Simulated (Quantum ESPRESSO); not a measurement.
## Sb2Pd: parallel and opposed starts

Does Sb2Pd prefer parallel or opposed moments?

Method: PBEsol; plane waves with GBRV 1.5 PBEsol potentials, no spin-orbit coupling, in Quantum ESPRESSO 7.5.

### 1. The starting structure

The structure is cubic, space group Pa-3 (No. 205). Conventional cell: a = 6.458 Å, b = 6.458 Å, c = 6.458 Å, α = 90.00°, β = 90.00°, γ = 90.00°. Sb has 3 Pd at 2.67 Å and 1 Sb at 2.89 Å nearest. Nearest to Pd lie 6 Sb at 2.67 Å. Farther neighbours are not listed.

The cell comes from the Crystallography Open Database.

### 2. Start 1: ferro ++++

The signs are those of the starting moments on the seeded atoms, the atoms that are given a moment.

Contents of pw.in:

```
&CONTROL
  calculation = 'scf'
  prefix = 'pwscf'
  outdir = './tmp'
  pseudo_dir = './pseudo'
  disk_io = 'nowf'
/
&SYSTEM
  ibrav = 0
  nat = 12
  ntyp = 2
  ecutwfc = 40
  ecutrho = 280
  nbnd = 113
  occupations = 'smearing'
  smearing = 'fd'
  degauss = 0.00734986
  nspin = 2
  starting_magnetization(1) = 0
  starting_magnetization(2) = 0.0375
/
&ELECTRONS
  conv_thr = 2.4d-08
  electron_maxstep = 150
  mixing_beta = 0.3
/
ATOMIC_SPECIES
Sb    121.7600 sb_pbesol_v1.4.uspp.F.UPF
Pd    106.4200 pd_pbesol_v1.4.uspp.F.UPF
CELL_PARAMETERS angstrom
   6.4584000000    0.0000000000    0.0000000000
   0.0000000000    6.4584000000    0.0000000000
   0.0000000000    0.0000000000    6.4584000000
ATOMIC_POSITIONS crystal
Sb      0.3710000000    0.3710000000    0.3710000000
Sb      0.1290000000    0.6290000000    0.8710000000
Sb      0.8710000000    0.1290000000    0.6290000000
Sb      0.6290000000    0.8710000000    0.1290000000
Sb      0.6290000000    0.6290000000    0.6290000000
Sb      0.8710000000    0.3710000000    0.1290000000
Sb      0.1290000000    0.8710000000    0.3710000000
Sb      0.3710000000    0.1290000000    0.8710000000
Pd      0.0000000000    0.0000000000    0.0000000000
Pd      0.5000000000    0.0000000000    0.5000000000
Pd      0.5000000000    0.5000000000    0.0000000000
Pd      0.0000000000    0.5000000000    0.5000000000
K_POINTS automatic
4 4 4 0 0 0
```

Started as:

```console
> OMP_NUM_THREADS=1 mpirun -n 4 pw.x -nk 4 -in pw.in > pw.out
```

What it wrote:

```text
Program PWSCF v.7.5 starts

     Message from routine setup:
     using ibrav=0 with symmetry is DISCOURAGED, use correct ibrav instead

     K-points division:     npool     =       4
     Subspace diagonalization in iterative solution of the eigenvalue problem:

     G-vector sticks info
     --------------------
     sticks:   dense  smooth     PW     G-vecs:    dense   smooth      PW
     Sum        3313    1893    545               143761    62213    9459

     Using Slab Decomposition

     bravais-lattice index     =            0
     lattice parameter (alat)  =      12.2046  a.u.
     unit-cell volume          =    1817.9060 (a.u.)^3
     number of atoms/cell      =           12
     number of atomic types    =            2
     number of electrons       =       184.00
     number of Kohn-Sham states=          113
     kinetic-energy cutoff     =      40.0000  Ry
     charge density cutoff     =     280.0000  Ry
     scf convergence threshold =      2.4E-08
     mixing beta               =       0.3000
     number of iterations used =            8  plain     mixing
     Exchange-correlation= SLA  PW   PSX  PSC
                           (   1   4  10   8   0   0   0)

     celldm(1)=  12.204607  celldm(2)=   0.000000  celldm(3)=   0.000000
     celldm(4)=   0.000000  celldm(5)=   0.000000  celldm(6)=   0.000000

     crystal axes: (cart. coord. in units of alat)
               a(1) = (   1.000000   0.000000   0.000000 )
               a(2) = (   0.000000   1.000000   0.000000 )
               a(3) = (   0.000000   0.000000   1.000000 )

     reciprocal axes: (cart. coord. in units 2 pi/alat)
               b(1) = (  1.000000  0.000000  0.000000 )
               b(2) = (  0.000000  1.000000  0.000000 )
               b(3) = (  0.000000  0.000000  1.000000 )

     PseudoPot. # 1 for Sb read from file:
     sb_pbesol_v1.4.uspp.F.UPF
     Pseudo is Ultrasoft + core correction, Zval = 15.0
     Generated by new atomic code, or converted to UPF format
     Using radial grid of  891 points,  6 beta functions with:
                l(1) =   0
                l(2) =   0
                l(3) =   1
                l(4) =   1
                l(5) =   2
                l(6) =   2
     Q(r) pseudized with  8 coefficients,  rinner =    1.350   1.350   1.350
                                                       1.350   1.350

     PseudoPot. # 2 for Pd read from file:
     pd_pbesol_v1.4.uspp.F.UPF
     Pseudo is Ultrasoft + core correction, Zval = 16.0
     Generated by new atomic code, or converted to UPF format
     Using radial grid of  887 points,  6 beta functions with:
                l(1) =   0
                l(2) =   0
                l(3) =   1
                l(4) =   1
                l(5) =   2
                l(6) =   2
     Q(r) pseudized with  8 coefficients,  rinner =    1.130   1.130   1.130
                                                       1.130   1.130

     atomic species   valence    mass     pseudopotential
     Sb               15.00   121.76000     Sb( 1.00)
     Pd               16.00   106.42000     Pd( 1.00)

     Starting magnetic structure
     atomic species   magnetization
     Sb              0.000
     Pd              0.037

     24 Sym. Ops., with inversion, found (18 have fractional translation)

   Cartesian axes

     site n.     atom                  positions (alat units)
         1        Sb     tau(   1) = (   0.3710000   0.3710000   0.3710000  )
         2        Sb     tau(   2) = (   0.1290000   0.6290000   0.8710000  )
         3        Sb     tau(   3) = (   0.8710000   0.1290000   0.6290000  )
         4        Sb     tau(   4) = (   0.6290000   0.8710000   0.1290000  )
         5        Sb     tau(   5) = (   0.6290000   0.6290000   0.6290000  )
         6        Sb     tau(   6) = (   0.8710000   0.3710000   0.1290000  )
         7        Sb     tau(   7) = (   0.1290000   0.8710000   0.3710000  )
         8        Sb     tau(   8) = (   0.3710000   0.1290000   0.8710000  )
         9        Pd     tau(   9) = (   0.0000000   0.0000000   0.0000000  )
        10        Pd     tau(  10) = (   0.5000000   0.0000000   0.5000000  )
        11        Pd     tau(  11) = (   0.5000000   0.5000000   0.0000000  )
        12        Pd     tau(  12) = (   0.0000000   0.5000000   0.5000000  )

     number of k points=    11  Fermi-Dirac smearing, width (Ry)=  0.0073
                       cart. coord. in units 2pi/alat
        k(    1) = (   0.0000000   0.0000000   0.0000000), wk =   0.0156250
        k(    2) = (   0.0000000   0.0000000   0.2500000), wk =   0.0937500
        k(    3) = (   0.0000000   0.0000000  -0.5000000), wk =   0.0468750
        k(    4) = (   0.0000000   0.2500000   0.2500000), wk =   0.1875000
        k(    5) = (   0.0000000   0.2500000  -0.5000000), wk =   0.0937500
        [... 6 further k-points ...]

     Dense  grid:   143761 G-vectors     FFT dimensions: (  72,  72,  72)

     Smooth grid:    62213 G-vectors     FFT dimensions: (  50,  50,  50)

     Check: negative core charge=   -0.000003
     Generating pointlists ...
     new r_m :   0.1705 (alat units)  2.0814 (a.u.) for type    1
     new r_m :   0.1705 (alat units)  2.0814 (a.u.) for type    2

     Initial potential from superposition of free atoms

     starting charge     173.9999, renormalised to     184.0000

     negative rho (up, down):  1.683E-01 1.561E-01
     Starting wfcs are  120 randomized atomic wfcs

     Self-consistent Calculation

     iteration #  1     ecut=    40.00 Ry     beta= 0.30
     Davidson diagonalization with overlap
     ethr =  1.00E-02,  avg # of iterations =  6.2

     negative rho (up, down):  1.606E-01 1.516E-01

     total energy              =   -2258.92482014 Ry
     estimated scf accuracy    <      47.33640497 Ry

     total magnetization       =     0.36 Bohr mag/cell
     absolute magnetization    =     0.97 Bohr mag/cell

     iteration #  2     ecut=    40.00 Ry     beta= 0.30
     Davidson diagonalization with overlap
     ethr =  1.00E-02,  avg # of iterations =  2.0

     negative rho (up, down):  1.631E-01 1.559E-01

     total energy              =   -2271.24124806 Ry
     estimated scf accuracy    <      11.84156237 Ry

     total magnetization       =     0.06 Bohr mag/cell
     absolute magnetization    =     0.14 Bohr mag/cell

     iteration #  3     ecut=    40.00 Ry     beta= 0.30
     Davidson diagonalization with overlap
     ethr =  6.44E-03,  avg # of iterations =  2.0

     negative rho (up, down):  1.633E-01 1.594E-01

     total energy              =   -2271.14636923 Ry
     estimated scf accuracy    <       1.61250289 Ry

     total magnetization       =     0.06 Bohr mag/cell
     absolute magnetization    =     0.26 Bohr mag/cell

     [... further iterations left out ...]

     iteration # 10     ecut=    40.00 Ry     beta= 0.30
     Davidson diagonalization with overlap
     ethr =  4.13E-08,  avg # of iterations =  1.6

     negative rho (up, down):  1.611E-01 1.610E-01

     total energy              =   -2271.69843150 Ry
     estimated scf accuracy    <       0.00000070 Ry

     total magnetization       =    -0.00 Bohr mag/cell
     absolute magnetization    =     0.00 Bohr mag/cell

     iteration # 11     ecut=    40.00 Ry     beta= 0.30
     Davidson diagonalization with overlap
     ethr =  3.81E-10,  avg # of iterations =  2.5

     negative rho (up, down):  1.610E-01 1.611E-01

     total energy              =   -2271.69843182 Ry
     estimated scf accuracy    <       0.00000042 Ry

     total magnetization       =    -0.00 Bohr mag/cell
     absolute magnetization    =     0.00 Bohr mag/cell

     iteration # 12     ecut=    40.00 Ry     beta= 0.30
     Davidson diagonalization with overlap
     ethr =  2.29E-10,  avg # of iterations =  1.6

     negative rho (up, down):  1.610E-01 1.610E-01

     total energy              =   -2271.69843191 Ry
     estimated scf accuracy    <       0.00000003 Ry

     total magnetization       =    -0.00 Bohr mag/cell
     absolute magnetization    =     0.00 Bohr mag/cell

     iteration # 13     ecut=    40.00 Ry     beta= 0.30
     Davidson diagonalization with overlap
     ethr =  1.36E-11,  avg # of iterations =  2.0

     negative rho (up, down):  1.610E-01 1.610E-01

     Magnetic moment per site  (integrated on atomic sphere of radius R)
     atom   1 (R=0.171)  charge= 12.1203  magn= -0.0000
     atom   2 (R=0.171)  charge= 12.1203  magn= -0.0000
     atom   3 (R=0.171)  charge= 12.1203  magn= -0.0000
     atom   4 (R=0.171)  charge= 12.1203  magn= -0.0000
     atom   5 (R=0.171)  charge= 12.1203  magn= -0.0000
     atom   6 (R=0.171)  charge= 12.1203  magn= -0.0000
     atom   7 (R=0.171)  charge= 12.1203  magn= -0.0000
     atom   8 (R=0.171)  charge= 12.1203  magn= -0.0000
     atom   9 (R=0.171)  charge= 14.3259  magn=  0.0000
     atom  10 (R=0.171)  charge= 14.3259  magn=  0.0000
     atom  11 (R=0.171)  charge= 14.3259  magn=  0.0000
     atom  12 (R=0.171)  charge= 14.3259  magn=  0.0000

     End of self-consistent calculation

     [... lines left out ...]
     the Fermi energy is    13.3008 ev

!    total energy              =   -2271.69843194 Ry
     estimated scf accuracy    <       0.00000001 Ry
     smearing contrib. (-TS)   =      -0.00683195 Ry
     internal energy E=F+TS    =   -2271.69159999 Ry

     The total energy is F=E-TS. E is the sum of the following terms:
     one-electron contribution =    -866.98407718 Ry
     hartree contribution      =     555.43786518 Ry
     xc contribution           =    -473.76314705 Ry
     ewald contribution        =   -1486.38224094 Ry

     total magnetization       =    -0.00 Bohr mag/cell
     absolute magnetization    =     0.00 Bohr mag/cell

     convergence has been achieved in  13 iterations

=------------------------------------------------------------------------------=
   JOB DONE.
=------------------------------------------------------------------------------=
```

Elapsed: 2.6 min, on 4 MPI ranks of Arm Neoverse V2, shared host; peak memory 1.4 GiB; 10 min of CPU time.

The spin moment in the atom's sphere vanishes on all atoms.

Read from the output:

| Property | Result |
| --- | --- |
| smearing term TS | 0.09295 eV |
| magnetization | 0 μB |
| absolute magnetization | 0 μB |
| final state | non-magnetic |

(Part 1 of 2 ends here.)

[Logs and program files are shortened in this print: banners, set-up blocks, solver, clock and traceback lines can be left out without a mark of their own.]

[Logs are printed without paths, hosts, clocks, repeated set-up lines and the standing remarks that a program may print on its own settings, such as how far it seeks lower states.]

[Hosts, paths, dates, database ids (printed as entryN), source tags and the programs' standing remarks are cut or masked in the printed files.]

[Where a cell is said to come from a database of computed structures, the database is the Materials Project.]
